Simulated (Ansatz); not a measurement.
**CaO (Lime, Fm-3m): zone-centre modes under pressure**

Aim: how do the optical modes of CaO (Lime, Fm-3m) move with volume?

Method: DFT PBE, scalar-relativistic, plane waves, PAW; PAW set soft_1, in Ansatz 0.2.0.

## 1. Set-up

It takes space group Fm-3m (No. 225, cubic). Conventional cell: a = 4.813 Å, b = 4.813 Å, c = 4.813 Å, α = 90.00°, β = 90.00°, γ = 90.00°. Nearest to O lie 6 Ca at 2.41 Å. Nearest to Ca lie 6 O at 2.41 Å. Farther neighbours and most contacts between anions are not listed.

## 2. Bringing the structure to rest

Harmonic phonons are second derivatives at a point where the forces vanish, and they are wanted at zero stress, so atoms and cell are relaxed first.

input.yaml

```yaml
crystal:
  lattice:
    - [0.0, 2.4065, 2.4065]
    - [2.4065, 0.0, 2.4065]
    - [2.4065, 2.4065, 0.0]
  atoms:
    - { symbol: O, position: [0.5, 0.5, 0.5] }
    - { symbol: Ca, position: [0.0, 0.0, 0.0] }
kpoints:
  mp_grid: { grid: [8, 8, 8] }
hamiltonian:
  xc: pbe
  pseudopotentials: { kind: paw, azcp: { folder: soft_1 } }
scf:
  occupations: { method: gaussian, width: 0.02 }
output:
  forces: true
  stress: true
  eigenvalues: true
relax:
  adjacent_minimum: "off"
  f_tol: 0.005
  max_steps: 80
  cell: { stress_tol: 0.05 }
```

On the command line:

```console
$ ansatz run input.yaml --threads 4 --pin off --max-ram 10240MiB --backend cpu --events-out ev --progress --plain --runs-dir out
```

Numbers of over 12 decimals in the logs are rounded to 6 here.

The program printed:

```text
Engine: ansatz 0.2.0, aarch64-unknown-linux-gnu
Pseudopotentials: kind: paw
Pseudopotential: O, paw, valence charge 6, recommended cutoff 420 eV (normal), soft_1/O.paw.azcp
Pseudopotential: Ca, paw, valence charge 10, recommended cutoff 420 eV (normal), soft_1/Ca.paw.azcp
Functional definition: PBE
  parameter kappa = 0.804
  parameter beta = 0.066725
  exchange = pbe_x(kappa = kappa, mu = beta*pi^2/3)
  correlation = pbe_c(beta = beta)
Crystal: 2 atoms, lattice volume = 27.873 Å³
Basis set: ecut = 420 eV, 537 PW (Γ), exchange–correlation on 48×48×48 points (8 copies of the dense FFT grid, shifted against one another)
Bands: 12, of which v1, the nominal top of the filled ones, is band 8 counted from 1 (7 counted from 0)
Symmetry: 48 space group operations
Space group: Fm-3m (ITA 225), of the structure as read, at distance tolerance 3.0e-5 Å
k-points: 29 of 512
Non-local potential: O, projectors of the file, l = 0: 2, l = 1: 2, l = 2: 1
Non-local potential: Ca, projectors of the file, l = 0: 3, l = 1: 2, l = 2: 2
PAW form: soft (Blöchl's): semilocal exchange-correlation on the pseudo side does not see the compensation charge
PAW one-centre angular grid: O, 110 points (default); XC on 64 Gauss nodes
PAW one-centre angular grid: Ca, 110 points (default); XC on 64 Gauss nodes
Initial density: superposition of atomic densities (chi_scale 0.1, normalization cell, long waves kept (reshape's long-wave potential 0.00 eV rms))
Initial wavefunctions: pseudopotential atomic-orbital guess
Functional: x = pbe(κ = 0.804, μ = 0.219515), c = pbe(β = 0.066725)
SCF iter   1: F=—  HF=-2388.328897 eV  |F-HF|=—  |Δ(HF+E_count)|=         —  Δρ=1.02e-1  dr2=2.66e0  ethr=3.10e-3  ⟨swp⟩=7.3  Hψ=2436  notcnv=0
preconditioner: auto → none  [insulator: Δε(μ)=1.981 eV  Ē_g=17.581 eV  σ=0.020 eV  W_gap=1.00  n_scr=8 (ndim 8)  ℏωp=26.3 eV  f_vac=0.000  D(μ)=0.00/eV (n_scr^D=0)  ε∞_Penn≈3.2]
SCF iter   2: F=—  HF=-2387.691540 eV  |F-HF|=—  |Δ(HF+E_count)|=   6.37e-1  Δρ=2.12e-2  dr2=1.23e-1  ethr=3.10e-3  ⟨swp⟩=2.7  Hψ=957  notcnv=0
SCF iter   3: F=—  HF=-2387.710838 eV  |F-HF|=—  |Δ(HF+E_count)|=   1.93e-2  Δρ=1.03e-2  dr2=2.61e-2  ethr=7.68e-4  ⟨swp⟩=2.0  Hψ=448  notcnv=0
SCF iter   4: F=—  HF=-2387.727382 eV  |F-HF|=—  |Δ(HF+E_count)|=   1.65e-2  Δρ=7.56e-4  dr2=1.40e-4  ethr=1.63e-4  ⟨swp⟩=2.0  Hψ=552  notcnv=0
SCF iter   5: F=—  HF=-2387.727489 eV  |F-HF|=—  |Δ(HF+E_count)|=   1.07e-4  Δρ=1.79e-4  dr2=4.27e-6  ethr=8.73e-7  ⟨swp⟩=2.1  Hψ=695  notcnv=0
SCF iter   6: F=—  HF=-2387.727508 eV  |F-HF|=—  |Δ(HF+E_count)|=   1.88e-5  Δρ=2.62e-5  dr2=1.20e-7  ethr=2.67e-8  ⟨swp⟩=2.6  Hψ=545  notcnv=0
SCF iter   7: F=-2387.727508 eV  HF=-2387.727508 eV  |F-HF|=3.44e-10  |Δ(HF+E_count)|=   2.19e-8  Δρ=9.66e-7  dr2=1.34e-10  ethr=6.25e-10  ⟨swp⟩=4.9  Hψ=1513  notcnv=0
SCF 1 converged in 7 iterations: F = -2387.727508 eV  dr2 = 1.34e-10
  greatest PAW one-centre occupation: 0.995 electrons in one spin orbital (limit 2), on the Ca atom at site 1 (counted from 0), in its partial waves of l = 0
relax step   1: F+E_penalty+E_count = -2387.72750798 eV  Δ(F+E_penalty+E_count) = +0.000e0 eV  max|allowed force component| = 5.601e-29 eV/Å  Δτ_max = 0.0000 Å  P = +1.191 GPa  Ω = 27.873 Å³  (7 SCF iters, dr2 threshold 1.00e-7 eV, accepted)
Crystal: 2 atoms, lattice volume = 28.231 Å³
Initial density: handed on by an earlier stage of this run
Initial wavefunctions: those handed on with the density
iter 1 solved again at ethr=6.37e-7 eV; its pass at ethr=3.10e-3 eV (dr2=1.02e-4 eV) is discarded
SCF iter   1: F=—  HF=-2387.728049 eV  |F-HF|=—  |Δ(HF+E_count)|=         —  Δρ=6.18e-4  dr2=9.17e-5  ethr=6.37e-7  ⟨swp⟩=2.0  Hψ=2496  notcnv=0
preconditioner: auto → none  [insulator: Δε(μ)=3.664 eV  Ē_g=18.048 eV  σ=0.020 eV  W_gap=1.00  n_scr=8 (ndim 8)  ℏωp=26.1 eV  f_vac=0.000  D(μ)=0.00/eV (n_scr^D=0)  ε∞_Penn≈3.1]
SCF iter   2: F=—  HF=-2387.728066 eV  |F-HF|=—  |Δ(HF+E_count)|=   1.71e-5  Δρ=2.47e-4  dr2=1.27e-5  ethr=5.73e-7  ⟨swp⟩=2.3  Hψ=574  notcnv=0
SCF iter   3: F=—  HF=-2387.728076 eV  |F-HF|=—  |Δ(HF+E_count)|=   1.01e-5  Δρ=1.33e-4  dr2=4.37e-6  ethr=7.94e-8  ⟨swp⟩=2.9  Hψ=575  notcnv=0
SCF iter   4: F=—  HF=-2387.728077 eV  |F-HF|=—  |Δ(HF+E_count)|=   8.08e-7  Δρ=9.57e-5  dr2=1.97e-6  ethr=2.73e-8  ⟨swp⟩=2.0  Hψ=464  notcnv=0
SCF iter   5: F=—  HF=-2387.728077 eV  |F-HF|=—  |Δ(HF+E_count)|=   1.99e-7  Δρ=3.58e-5  dr2=2.65e-7  ethr=1.23e-8  ⟨swp⟩=1.9  Hψ=390  notcnv=0
SCF iter   6: F=-2387.728077 eV  HF=-2387.728077 eV  |F-HF|=6.91e-9  |Δ(HF+E_count)|=   1.05e-8  Δρ=6.95e-6  dr2=9.93e-9  ethr=1.25e-9  ⟨swp⟩=4.0  Hψ=1008  notcnv=0
SCF 2 converged in 6 iterations: F = -2387.728077 eV  dr2 = 9.93e-9
relax step   2: F+E_penalty+E_count = -2387.72807672 eV  Δ(F+E_penalty+E_count) = -5.687e-4 eV  max|allowed force component| = 5.259e-29 eV/Å  Δτ_max = 0.0000 Å  P = -0.222 GPa  Ω = 28.231 Å³  energy of the carried Pulay correction = -4.983e-4 eV  (6 SCF iters, dr2 threshold 2.00e-7 eV, accepted)
Crystal: 2 atoms, lattice volume = 28.175 Å³
iter 1 solved again at ethr=1.54e-8 eV; its pass at ethr=3.10e-3 eV (dr2=2.47e-6 eV) is discarded
SCF iter   1: F=—  HF=-2387.728175 eV  |F-HF|=—  |Δ(HF+E_count)|=         —  Δρ=9.91e-5  dr2=2.25e-6  ethr=1.54e-8  ⟨swp⟩=2.0  Hψ=2415  notcnv=0
preconditioner: auto → none  [insulator: Δε(μ)=3.657 eV  Ē_g=18.054 eV  σ=0.020 eV  W_gap=1.00  n_scr=8 (ndim 8)  ℏωp=26.2 eV  f_vac=0.000  D(μ)=0.00/eV (n_scr^D=0)  ε∞_Penn≈3.1]
SCF iter   2: F=—  HF=-2387.728195 eV  |F-HF|=—  |Δ(HF+E_count)|=   2.02e-5  Δρ=3.79e-5  dr2=3.08e-7  ethr=1.41e-8  ⟨swp⟩=2.0  Hψ=543  notcnv=0
SCF iter   3: F=—  HF=-2387.728195 eV  |F-HF|=—  |Δ(HF+E_count)|=   2.34e-7  Δρ=2.83e-5  dr2=1.96e-7  ethr=7.70e-10  ⟨swp⟩=5.0  Hψ=1531  notcnv=0
SCF iter   4: F=-2387.728195 eV  HF=-2387.728195 eV  |F-HF|=4.21e-9  |Δ(HF+E_count)|=   1.00e-8  Δρ=1.06e-5  dr2=2.02e-8  ethr=7.70e-10  ⟨swp⟩=2.0  Hψ=1151  notcnv=0
SCF 3 converged in 4 iterations: F = -2387.728195 eV  dr2 = 2.02e-8
relax step   3: F+E_penalty+E_count = -2387.72819531 eV  Δ(F+E_penalty+E_count) = -1.186e-4 eV  max|allowed force component| = 7.001e-30 eV/Å  Δτ_max = 0.0000 Å  P = -0.003 GPa  Ω = 28.175 Å³  energy of the carried Pulay correction = -4.196e-4 eV  (4 SCF iters, dr2 threshold 1.23e-7 eV, accepted)
Initial wavefunctions: pseudopotential atomic-orbital guess (no wavefunctions were taken with the density)
iter 1 solved again at ethr=3.31e-6 eV; its pass at ethr=3.10e-3 eV (dr2=5.29e-4 eV) is discarded
SCF iter   1: F=—  HF=-2387.728532 eV  |F-HF|=—  |Δ(HF+E_count)|=         —  Δρ=8.86e-5  dr2=1.16e-7  ethr=3.31e-6  ⟨swp⟩=2.5  Hψ=3232  notcnv=0
eigensolver tolerance schedule: the retry pair's looser diagonalisation over-reported the residual by 4579.03 of it (diagonalisation noise at an unbounded share of the residual, at the tolerance the schedule requests for it); recorded, not acted on — ethr = c·dr2/N_el stays at c = 1.0e-1
SCF iter   2: F=—  HF=-2387.728570 eV  |F-HF|=—  |Δ(HF+E_count)|=   3.73e-5  Δρ=4.38e-5  dr2=3.09e-8  ethr=7.22e-10  ⟨swp⟩=2.1  Hψ=586  notcnv=0
SCF iter   3: F=—  HF=-2387.728575 eV  |F-HF|=—  |Δ(HF+E_count)|=   5.42e-6  Δρ=1.32e-5  dr2=3.84e-8  ethr=1.93e-10  ⟨swp⟩=2.0  Hψ=449  notcnv=0
SCF iter   4: F=—  HF=-2387.728575 eV  |F-HF|=—  |Δ(HF+E_count)|=   4.11e-8  Δρ=2.12e-6  dr2=4.65e-10  ethr=1.93e-10  ⟨swp⟩=2.0  Hψ=451  notcnv=0
SCF iter   5: F=-2387.728575 eV  HF=-2387.728575 eV  |F-HF|=3.27e-11  |Δ(HF+E_count)|=   3.22e-9  Δρ=3.15e-7  dr2=1.89e-11  ethr=1.00e-12  ⟨swp⟩=4.0  Hψ=1465  notcnv=0
SCF 4 converged in 5 iterations: F = -2387.728575 eV  dr2 = 1.89e-11
relax step   4: F+E_penalty+E_count = -2387.72857507 eV  Δ(F+E_penalty+E_count) = -3.798e-4 eV  max|allowed force component| = 7.691e-30 eV/Å  Δτ_max = 0.0000 Å  P = +0.029 GPa  Ω = 28.175 Å³  stress off target by 2.94e-2 GPa  SCF on the basis re-selected at this cell (its energy is not comparable with the rows above)  (5 SCF iters)
basis re-selected at this cell: Δ(F+E_penalty+E_count) = -3.798e-4 eV, ΔP = +0.032 GPa vs the last step (what re-selecting the basis moved, of the pressure what is left beyond the Pulay correction that the steps carried, after the strain that the cell walked since its last selection, with what the two solves' SCF thresholds leave and, on support functions, any second-order correction that the steps lacked; it is no m [...]
SCF converged after 5 iterations
Free energy (F): -2387.728575 eV
Harris-Foulkes:  -2387.728575 eV  (|F-HF|=3.27e-11)
Internal energy: -2387.728575 eV  (E = F + TS)
E sigma→0 (E₀):  -2387.728575 eV
Fermi energy:    9.368235 eV
--- Per-component energies (eV) ---
  E_band       = -103.792189
  E_kinetic    = 425.015120
  E_local      = -899.688070  (includes V_loc(G=0)·N_el)
  E_nonlocal   = 142.388532
  E_hartree    = 298.218006
  E_xc         = -201.630066
  E_vxc        = -252.961133  (∫ρ·V_xc dr)
  E_paw        = -1027.689146  (= ΣΔE_a)
  E_vpaw       = -114.983354  (= ΣTr[D̂ρ^β])
  E_aug_tail   = 0.000746  (compensation charges beyond the density's cutoff)
  E_ewald      = -1124.343698
  E_smearing   = -0.000000  (= −TS)
  E_closure    = -0.000000  (closes the sum)
  Σ components = -2387.728575   (vs F -2387.728575, Δ=0.00e0)
--- Forces (eV/Å), atoms counted from 1 ---
  atom   1  O      0.00000000    -0.00000000    -0.00000000
  atom   2  Ca    -0.00000000     0.00000000     0.00000000
  max |Σ_I F_I| component: 1.41e-29 eV/Å
--- Stress (GPa, compression-positive) ---
        0.029366      -0.000000       0.000000
       -0.000000       0.029366      -0.000000
       -0.000000      -0.000000       0.029366
  P = ⅓ Tr σ = 0.0294 GPa (0.294 kbar)
--- Band table (eV; the first three rows and the last of 29) ---
  k-point 0: bands = [... 4 lower, -7.9482, 7.5395, 7.5395, 7.5395, 12.1495, 13.7393, 13.7393, 13.7393]
  k-point 1: bands = [... 4 lower, -7.7438, 7.0123, 7.3363, 7.3363, 12.8292, 13.6973, 13.9970, 13.9970]
  k-point 2: bands = [... 4 lower, -7.3222, 6.0294, 6.8997, 6.8997, 13.7550, 14.2812, 14.6727, 14.6727]
  k-point 28: bands = [... 4 lower, -7.3556, 6.2835, 6.4840, 6.4840, 13.8148, 13.8148, 15.8252, 16.9768]
--- Relaxed structure (3 steps of the walk, 3 accepted, 1 SCFs on fresh bases) ---
  F+E_penalty+E_count = -2387.72857507 eV   max|allowed force component| = 7.691e-30 eV/Å   (the final SCF, on the basis selected at the relaxed cell)
  cell:  # Å, volume = 28.1745 Å³
    - [0.0, 2.415139, 2.415139]
    - [2.415139, 0, 2.415139]
    - [2.415139, 2.415139, 0]
  atoms:
    - { symbol: O, position: [0.5, 0.5, 0.5] }
    - { symbol: Ca, position: [0, 0, 0] }
```

It took 1.3 s on 4 threads of Arm Neoverse V1, shared host; peak memory 0.28 GiB.

Step by step:

| step | energy less that of the first step (eV) | largest force component (eV/Å) | pressure (GPa) | volume (Å³) |
| --- | --- | --- | --- | --- |
| 1 | 0.0000 | 0.0000 | 1.19 | 27.87 |
| 2 | -0.0006 | 0.0000 | -0.22 | 28.23 |
| 3 | -0.0007 | 0.0000 | 0.00 | 28.17 |
| 4* | -0.0011 | 0.0000 | 0.03 | 28.17 |

Relaxation steps marked * repeat the geometry before them on a plane-wave basis chosen anew for their cell, so energy and pressure can jump there.

Forces are held to the 48 operations that the run works with; a distortion that breaks them can't arise in this run.

```
conventional cell, symmetrised  before  after  change
                         a (Å)   4.813  4.830  +0.4 %
                         b (Å)   4.813  4.830  +0.4 %
                         c (Å)   4.813  4.830  +0.4 %
              volume (Å³/atom)   13.94  14.09  +1.1 %
```

Final coordinates:

```xyz
2
Lattice="0.0000 2.4151 2.4151 2.4151 0.0000 2.4151 2.4151 2.4151 0.0000" Properties=species:S:1:pos:R:3 pbc="T T T"
O     2.4151    2.4151    2.4151
Ca    0.0000    0.0000    0.0000
```

Numbers from this step:

```
pressure          : 0.02937 GPa
gap on the k-mesh : 3.658 eV
volume per atom   : 14.09 Å³
```

In this step the volume went from 13.94 to 14.09 Å³/atom.

## 3. Tight relaxation

Phonons need small forces and stress, so the relaxation is finished with tight tolerances on 8×8×8 k points.

input.yaml, the sections that differ from step 2:

```yaml
crystal:
  lattice:
    - [0.0, 2.4151389186, 2.4151389186]
    - [2.4151389186, 0.0, 2.4151389186]
    - [2.4151389186, 2.4151389186, 0.0]
  atoms:
    - { symbol: O, position: [0.5, 0.5, 0.5] }
    - { symbol: Ca, position: [0.0, 0.0, 0.0] }
scf:
  occupations: { method: fixed }
relax:
  adjacent_minimum: "off"
  f_tol: 0.001
  max_steps: 60
  cell: { stress_tol: 0.01 }
# kpoints, hamiltonian, output: as in step 2
```

The program printed:

```text
[...]
Crystal: 2 atoms, lattice volume = 28.175 Å³
Basis set: ecut = 420 eV, 537 PW (Γ), exchange–correlation on 48×48×48 points (8 copies of the dense FFT grid, shifted against one another)
Bands: 12, of which v1, the nominal top of the filled ones, is band 8 counted from 1 (7 counted from 0)
Symmetry: 48 space group operations
[...]
k-points: 29 of 512
[...]
k-point 28: bands = [... 4 lower, -7.3591, 6.2804, 6.4805, 6.4805, 13.8102, 13.8102, 15.8194, 16.9710]
--- Relaxed structure (2 steps of the walk, 2 accepted, 1 SCFs on fresh bases) ---
[...]
cell:  # Å, volume = 28.1837 Å³
    - [0, 2.415403, 2.415403]
    - [2.415403, 0, 2.415403]
    - [2.415403, 2.415403, 0]
  atoms:
    - { symbol: O, position: [0.5, 0.5, 0.5] }
    - { symbol: Ca, position: [0, 0, 0] }
[key lines of the parts left out:]
SCF converged after 7 iterations
Free energy (F): -2387.728563 eV
Fermi energy:    7.535919 eV
P = ⅓ Tr σ = -0.0053 GPa (-0.053 kbar)
```

Run time: 0.94 s. Hardware: 4 threads; peak memory 0.27 GiB.

Little changed from the start: no atom moved by 0.005 Å and no cell edge by 0.1 %.

Numbers from this step:

```
pressure : -0.005299 GPa
```

The forces vanish by symmetry and the pressure is -0.005 GPa, within the tolerances set. The cell now holds 14.09 Å³/atom.

[end of part 1 of 3]

[Logs are printed without paths, hosts, clocks, repeated set-up lines and the standing remarks that a program may print on its own settings, such as how far it seeks lower states.]

[Hosts, paths, dates, database ids (printed as entryN), source tags and the programs' standing remarks are cut or masked in the printed files.]
